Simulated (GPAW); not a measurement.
# Work function of 1T-CrSSe monolayer at several levels, part 2 of 2

How far do functional and basis move the work function of 1T-CrSSe monolayer?

GPAW 26.7.0; GPAW, PAW setups; layer in a repeated cell with vacuum, relaxation of atoms and in-plane cell (the session's first sound run).

So far, upper work function (eV): step 3 (plane waves, PBE) 5.82; step 4 (RPBE) 5.77; step 5 (GPAW, PAW setups) 6.19.

**6. OptPBE vdW: xc = "optPBE-vdW"**

The same geometry under optPBE-vdW, to see how far the functional moves the levels against the vacuum (the van der Waals functionals take revPBE setups).

run.py

```python
import json
import numpy as np
from ase import Atoms
from gpaw import GPAW, PW

slab = Atoms(
    ['Se', 'Cr', 'S'],
    positions=[
        [1.68982, 0.97562, 9.00000],
        [0.00000, -0.00000, 10.61127],
        [-0.00000, 1.95124, 11.86641]],
    cell=[[3.37964, 0.0, 0.0], [-1.68982, 2.92686, 0.0], [0.0, 0.0, 20.8664]],
    pbc=[True, True, False],
    magmoms=[0.0, 3.0, 0.0])

slab.calc = GPAW(mode=PW(400), xc='optPBE-vdW', kpts={'size': (12, 12, 1), 'gamma': True},
                 occupations={'name': 'fermi-dirac', 'width': 0.05}, nbands='160%',
                 convergence={'density': 1e-05}, maxiter=200,
                 poissonsolver={'dipolelayer': 'xy'},
                 symmetry={'tolerance': 1e-3}, txt='slab.txt')
result = {}
energy = slab.get_potential_energy()
fermi = slab.calc.get_fermi_level()
v = slab.calc.get_electrostatic_potential().mean((0, 1)) - fermi
n = slab.calc.get_pseudo_density().mean((0, 1))
L = slab.cell[2, 2]
z = np.arange(len(v)) * L / len(v)
low, high = slab.positions[:, 2].min(), slab.positions[:, 2].max()
below, above = np.interp([low - 6.8, high + 6.8], z, v)
slopes = [np.interp(x, z, np.gradient(v, z)) for x in (low - 6.8, high + 6.8)]
eps = np.array([[slab.calc.get_eigenvalues(k, s) for k in range(len(slab.calc.get_ibz_k_points()))]
                for s in range(slab.calc.get_number_of_spins())]) - fermi
top, bottom = eps[eps < 0].max(), eps[eps > 0].min()
dipole = slab.get_dipole_moment()[2]
print(f'energy {energy:.4f} eV, Fermi level {fermi:.4f} eV, dipole {dipole:.5f} e A')
print(f'potential 6.8 A off the faces, from the Fermi level: lower {below:.4f} eV, upper {above:.4f} eV')
print(f'slope of the potential there: lower {slopes[0]:.5f}, upper {slopes[1]:.5f} eV/A')
print(f'nearest levels on the mesh: {top:.4f} and {bottom:.4f} eV')
print('magnetic moment', round(slab.get_magnetic_moment(), 3))
result.update(energy=energy, fermi=fermi, dipole=dipole, below=below, above=above, slopes=slopes, edges=[top, bottom],
              z=z.tolist(), v=v.tolist(), n=n.tolist(), positions=slab.positions.tolist(),
              forces=slab.get_forces(apply_constraint=False).tolist(), moments=slab.get_magnetic_moments().tolist())
json.dump(result, open('result.json', 'w'))
```

Command:

```sh
$ OMP_NUM_THREADS=1 OPENBLAS_NUM_THREADS=1 python run.py
```

The job ended after 44 s (1 thread of Intel Xeon Platinum 8375C at 2.90GHz (Ice Lake), shared host; peak memory 0.39 GiB).

This step gave:

```
dipole along the normal                    : -0.01172 e·Å
levels nearest the Fermi level on the mesh : -0.009419, 0.02873 eV from the Fermi level
upper work function                        : 6.043 eV
lower work function                        : 5.826 eV
site moments                               : -0.1475, 2.327, -0.1089 μB
sum of the site moments                    : 2.071 μB
```

Electrostatic potential energy of an electron (without an applied field's), less the Fermi level, planar mean against z:

z (Å), electrostatic potential energy of an electron (without an applied field's), less the Fermi level, planar mean (eV) and a bar from the least value:
```
      0.0        5.9 ##############################
      0.5        5.8 ##############################
      1.0        5.8 ##############################
      1.5        5.8 ##############################
      2.0        5.8 ##############################
      2.5        5.8 ##############################
      3.0        5.8 ##############################
      3.5        5.8 ##############################
      4.0        5.8 ##############################
      4.5        5.8 ##############################
      5.0        5.8 ##############################
      5.5        5.8 ##############################
      6.0        5.8 ##############################
      6.5        5.8 ##############################
      7.0        5.7 ##############################
      7.5        5.2 #############################
      8.0        3.0 ##########################
      8.5       -5.3 ################
      9.0      -18.8 
      9.5       -7.1 ##############
     10.0       -4.1 ##################
     10.5      -11.6 #########
     11.0       -8.4 #############
     11.5       -9.7 ###########
     12.0      -14.1 ######
     12.5       -0.2 ######################
     13.0        4.7 ############################
     13.5        5.7 ##############################
     14.0        6.0 ##############################
     14.5        6.0 ##############################
     15.0        6.0 ##############################
     15.5        6.0 ##############################
     16.0        6.0 ##############################
     16.5        6.0 ##############################
     17.0        6.0 ##############################
     17.5        6.0 ##############################
     18.0        6.0 ##############################
     18.5        6.0 ##############################
     19.0        6.0 ##############################
     19.5        6.0 ##############################
     20.0        6.0 ##############################
     20.5        6.0 ##############################
```

The upper face's work function is 6.043 eV, against 5.819 eV in the first plane-wave PBE run at this geometry.

**7. Self-consistent run: xc = "LDA"**

The same geometry under LDA, to see how far the functional moves the levels against the vacuum.

run.py: that of step 6 with these lines changed.

```diff
@@ -15,3 +15,3 @@
 
-slab.calc = GPAW(mode=PW(400), xc='optPBE-vdW', kpts={'size': (12, 12, 1), 'gamma': True},
+slab.calc = GPAW(mode=PW(400), xc='LDA', kpts={'size': (12, 12, 1), 'gamma': True},
                  occupations={'name': 'fermi-dirac', 'width': 0.05}, nbands='160%',
```

Elapsed: 39 s, on 1 thread; peak memory 0.24 GiB.

This step gave:

| Quantity | Value |
| --- | --- |
| dipole along the normal | -0.007984 e·Å |
| levels nearest the Fermi level on the mesh | -0.006692, 0.02002 eV from the Fermi level |
| upper work function | 5.894 eV |
| lower work function | 5.746 eV |
| site moments | -0.1227, 2.216, -0.08445 μB |
| sum of the site moments | 2.009 μB |

Electrostatic potential energy of an electron (without an applied field's), less the Fermi level, planar mean against z:

| z (Å) | electrostatic potential energy of an electron (without an applied field's), less the Fermi level, planar mean (eV) |
| --- | --- |
| 0 | 5.82 |
| 1 | 5.75 |
| 2 | 5.75 |
| 3 | 5.75 |
| 4 | 5.75 |
| 5 | 5.74 |
| 6 | 5.74 |
| 7 | 5.61 |
| 8 | 3.07 |
| 9 | -18.6 |
| 10 | -3.91 |
| 11 | -8.28 |
| 12 | -14.1 |
| 13 | 4.60 |
| 14 | 5.84 |
| 15 | 5.89 |
| 16 | 5.89 |
| 17 | 5.89 |
| 18 | 5.89 |
| 19 | 5.89 |
| 20 | 5.89 |

The upper face's work function is 5.894 eV, against 5.819 eV in the first plane-wave PBE run at this geometry.

**8. Self-consistent run: xc = "revPBE"**

The same geometry under revPBE, to see how far the functional moves the levels against the vacuum.

run.py: that of step 7 with these lines changed.

```diff
@@ -15,3 +15,3 @@
 
-slab.calc = GPAW(mode=PW(400), xc='LDA', kpts={'size': (12, 12, 1), 'gamma': True},
+slab.calc = GPAW(mode=PW(400), xc='revPBE', kpts={'size': (12, 12, 1), 'gamma': True},
                  occupations={'name': 'fermi-dirac', 'width': 0.05}, nbands='160%',
```

The job ended after 32 s (1 thread; peak memory 0.25 GiB).

This step gave:

```
dipole along the normal                    : -0.01294 e·Å
levels nearest the Fermi level on the mesh : -0.01324, 0.03129 eV from the Fermi level
upper work function                        : 5.757 eV
lower work function                        : 5.518 eV
site moments                               : -0.1586, 2.362, -0.1210 μB
sum of the site moments                    : 2.082 μB
```

The upper face's work function is 5.757 eV, against 5.819 eV in the first plane-wave PBE run at this geometry.

**9. Real-space grid: mode = "fd"**

A real-space grid is a second complete basis, so it checks the plane-wave result.

run.py: that of step 8 with these lines changed.

```diff
@@ -3,3 +3,3 @@
 from ase import Atoms
-from gpaw import GPAW, PW
+from gpaw import GPAW
 
@@ -15,3 +15,3 @@
 
-slab.calc = GPAW(mode=PW(400), xc='revPBE', kpts={'size': (12, 12, 1), 'gamma': True},
+slab.calc = GPAW(mode='fd', h=0.18, xc='PBE', kpts={'size': (12, 12, 1), 'gamma': True},
                  occupations={'name': 'fermi-dirac', 'width': 0.05}, nbands='160%',
```

The job ended after 4.5 min (1 thread; peak memory 0.56 GiB).

This step gave:

- dipole along the normal: -0.01213 e·Å
- levels nearest the Fermi level on the mesh: -0.01058, 0.03038 eV from the Fermi level
- upper work function: 5.821 eV
- lower work function: 5.599 eV
- site moments: -0.1504, 2.336, -0.1130 μB
- sum of the site moments: 2.072 μB

The upper face's work function is 5.821 eV, against 5.819 eV in the first plane-wave PBE run at this geometry.

**10. Atomic orbitals: mode = "lcao"**

Atom-centred orbitals end a few angstrom from the surface, which tests how much the density's tail matters.

run.py: that of step 9 with these lines changed.

```diff
@@ -15,4 +15,4 @@
 
-slab.calc = GPAW(mode='fd', h=0.18, xc='PBE', kpts={'size': (12, 12, 1), 'gamma': True},
-                 occupations={'name': 'fermi-dirac', 'width': 0.05}, nbands='160%',
+slab.calc = GPAW(mode='lcao', basis='dzp', h=0.18, xc='PBE', kpts={'size': (12, 12, 1), 'gamma': True},
+                 occupations={'name': 'fermi-dirac', 'width': 0.05}, nbands='120%',
                  convergence={'density': 1e-05}, maxiter=200,
```

It took 1.7 min on 1 thread; peak memory 0.27 GiB.

This step gave:

```yaml
dipole_along_the_normal: -0.008277 e·Å
levels_nearest_the_fermi_level_on_the_mesh: -0.01351, 0.03632 eV from the Fermi level
upper_work_function: 5.672 eV
lower_work_function: 5.521 eV
site_moments: -0.1538, 2.323, -0.1173 μB
sum_of_the_site_moments: 2.052 μB
```

The upper face's work function is 5.672 eV, against 5.819 eV in the first plane-wave PBE run at this geometry.

**11. The ladder**

Times are for 1 thread of Intel Xeon Platinum 8375C at 2.90GHz (Ice Lake), shared host. The runs compared:

| no. | run | upper work function (eV) | lower work function (eV) | time | memory (GiB) |
| --- | --- | --- | --- | --- | --- |
| 1 | pw | 5.819 | 5.597 | 35 s | 0.25 |
| 2 | RPBE | 5.770 | 5.524 | 33 s | 0.25 |
| 3 | vdW DF2 | 6.191 | 5.974 | 44 s | 0.39 |
| 4 | optPBE vdW | 6.043 | 5.826 | 44 s | 0.39 |
| 5 | LDA | 5.894 | 5.746 | 39 s | 0.24 |
| 6 | revPBE | 5.757 | 5.518 | 32 s | 0.25 |
| 7 | fd | 5.821 | 5.599 | 4.5 min | 0.56 |
| 8 | lcao | 5.672 | 5.521 | 1.7 min | 0.27 |

**12. Side by side**

Results and costs are gathered.

This step: comparison of work functions, dipole and cost (GPAW 26.7.0).

Ladder, by row:

| step | code | work function, upper (eV) | work function, lower (eV) | dipole (e Å) | wall time (s) | peak memory (GiB) | threads |
| --- | --- | --- | --- | --- | --- | --- | --- |
| pw | GPAW | 5.819 | 5.597 | -0.01201 | 34.69 | 0.25 | 1 |
| RPBE | GPAW | 5.77 | 5.524 | -0.01331 | 32.84 | 0.25 | 1 |
| vdW-DF2 | GPAW | 6.191 | 5.974 | -0.01176 | 43.63 | 0.39 | 1 |
| optPBE-vdW | GPAW | 6.043 | 5.826 | -0.01172 | 44.34 | 0.39 | 1 |
| LDA | GPAW | 5.894 | 5.746 | -0.007984 | 38.63 | 0.24 | 1 |
| revPBE | GPAW | 5.757 | 5.518 | -0.01294 | 32.38 | 0.25 | 1 |
| fd | GPAW | 5.821 | 5.599 | -0.01213 | 272.4 | 0.56 | 1 |
| lcao | GPAW | 5.672 | 5.521 | -0.008277 | 103.5 | 0.27 | 1 |

**13. What came out**

| Item | Value |
| --- | --- |
| work function, upper and lower face | 5.819 and 5.597 eV |
| dipole along the normal | -0.0120 e Å |

With plane waves and PBE the work function is 5.82 eV on the upper face and 5.60 eV on the lower. The two faces differ by 0.22 eV, the step that the slab's dipole makes (e p/(ε0 A) gives 0.22 eV), so the dipole layer is needed. Over the sound runs of the table the upper face's work function spans 5.672 (lcao) to 6.191 eV (vdW-DF2). Atomic orbitals miss the plane-wave value by -0.15 eV, since they describe the tail of the density in the vacuum poorly. The starting lattice was a guess from atomic radii; the relaxation moved it by 8 %. The relaxation of atoms and cell ran in a fully periodic cell without the dipole layer, so the atoms of this polar layer felt a small spurious field. One magnetic start was tried; another order may lie lower. The layer's cell and atoms come from the relaxation; spin-orbit coupling and temperature are left out.

[Logs are printed without paths, hosts, clocks, repeated set-up lines and the standing remarks that a program may print on its own settings, such as how far it seeks lower states.]

[Hosts, paths, dates, database ids (printed as entryN), source tags and the programs' standing remarks are cut or masked in the printed files.]
